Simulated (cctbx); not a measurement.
## Lattice, Laue class and space group of a new crystal

Cell: a = 7.1570 Å, b = 7.1570 Å, c = 4.3360 Å, α = 90.00°, β = 90.00°, γ = 120.00°. Expected content of the cell: Tl3 Hf3 Ge3.

The data are simulated with cctbx, not measured: Ag Kα, λ = 0.56087 Å, to d = 0.6 Å, 70 % of the full sphere, strongest reflection 20000 counts, noise from counting, a 1.5 % proportional error and a noise floor of 2 counts (s.d.); no absorption.

A first pass over the reflections prints:

```text
2524 reflections to d = 0.603 A
centring   violations  <I/sigma> of those
    A       1183 of  1264     16.9
    B       1194 of  1268     16.9
    C       1175 of  1270     17.2
    I       1214 of  1288     17.2
    R       1548 of  1670     17.2
    F       1776 of  1901     17.0
Laue class    unique    Rint  (classes that these axes allow; Friedel mates merged)
P -1             1656   0.031
P 1 1 2/m         994   0.032
P -3              619   0.034
P -3 1 m          348   0.036
P -3 m 1          370   0.036
P 6/m             345   0.036
P 6/m m m         222   0.037
space group    extra absences  I>4sigma  <I/sigma>
P 6 2 2                 0          0         -  acentric
P 6 m m                 0          0         -  acentric
P -6 m 2                0          0         -  acentric
P -6 2 m                0          0         -  acentric
P 6/m m m               0          0         -  centric
Wilson B = 1.38 A^2   <|E^2-1|> = 0.607 (0.968 centric, 0.736 acentric)   E^2>4: 0.0 %
shell (A)         n   <I/sigma>
 6.20 - 1.20     36     70.8
 1.20 - 0.96     31     62.0
 0.96 - 0.84     27     51.0
 0.84 - 0.76     26     48.9
 0.76 - 0.71     26     42.2
 0.71 - 0.66     28     35.3
 0.66 - 0.63     21     34.2
 0.63 - 0.60     27     31.8
```

Q: Read the symmetry from these tables.

Every centring test has many violations, so the lattice is primitive.

Rint stays low (0.031 to 0.037) up to P 6/m m m, the highest class in these axes.

5 settings pass the absence test. No glide or screw absences show, which leaves P 6 2 2, P 6 m m, P -6 m 2, P -6 2 m and P 6/m m m.

⟨|E²−1|⟩ = 0.607 leans to a non-centrosymmetric structure, or to twinning, which lowers it. The Wilson B of 1.38 Å² means U ≈ 0.0175 Å².

The true group is P-62m (no. 189), Laue class 6/mmm, non-centrosymmetric. The tables only narrow the choice to the tied entries; cell content, site symmetry and trial solutions must settle it.

This is a model crystal, built by substitution and not relaxed, with assumed displacement parameters.

[Logs are printed without paths, hosts, clocks, repeated set-up lines and the standing remarks that a program may print on its own settings, such as how far it seeks lower states.]
